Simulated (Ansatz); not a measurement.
Two G0W0 runs on Bi2Te2Se (R-3m).

```cif
data_structure
_symmetry_space_group_name_H-M 'P 1'
_symmetry_Int_Tables_number 1
_cell_length_a 10.3030
_cell_length_b 10.3030
_cell_length_c 10.3030
_cell_angle_alpha 24.128
_cell_angle_beta 24.128
_cell_angle_gamma 24.128
_cell_volume 160.60
loop_
_atom_site_label
_atom_site_type_symbol
_atom_site_fract_x
_atom_site_fract_y
_atom_site_fract_z
_atom_site_occupancy
Bi1 Bi 0.60583 0.60583 0.60583 1
Bi2 Bi 0.39417 0.39417 0.39417 1
Te3 Te 0.21441 0.21441 0.21441 1
Te4 Te 0.78559 0.78559 0.78559 1
Se5 Se 0.00000 0.00000 0.00000 1
```

Geometry: measured lattice cell, ions relaxed with r2SCAN; the structure entry is the Materials Project's. The runs that relaxed it are not among those shown. Spin-orbit coupling is left out unless a run names it. PAW set soft_2, made with PBE.

The first (Ansatz 0.2.0; start r2SCAN, 4×4×4 mesh, 955 empty bands, screening to 190 eV; 1 × NVIDIA H100 80GB HBM3 (shared by 6 runs) with 3 threads of AMD EPYC 7R13 (Zen 3), shared host) gave, on its mesh: starting gap 0.35 eV, G0W0 gap 0.51 eV, RPA ε∞ (mean) 27.02, 2.5 min.

Q: The second changes empty bands from 955 to 156 and screening cutoff (eV) from 190.0 to 57. What does it give?

It gave: starting gap 0.35 eV, G0W0 gap 0.36 eV, RPA ε∞ (mean) 27.07, 32 s. The G0W0 gap moves by −0.15 eV, +0.00 eV from the start and −0.15 eV from the correction. Σc changes by +0.60 eV at the valence top and +0.45 eV at the conduction bottom, and Σx − Vxc between them by +0.00 eV.

Limits: not at the basis limit; mesh may overstate the screening; no spin-orbit coupling.

[Paths, hosts, dates, memory and timing lines, banners, echoed tables and standing remarks are left out of the program output.]

[Logs are printed without paths, hosts, clocks, repeated set-up lines and the standing remarks that a program may print on its own settings, such as how far it seeks lower states.]

[Runs of the session that timed out or met a known fault of the program may be left out.]

[Cells called generated may have been cut or substituted from an entry of the Crystallography Open Database or the Materials Project.]

[Hosts, paths, dates, database ids (printed as entryN), source tags and the programs' standing remarks are cut or masked in the printed files.]
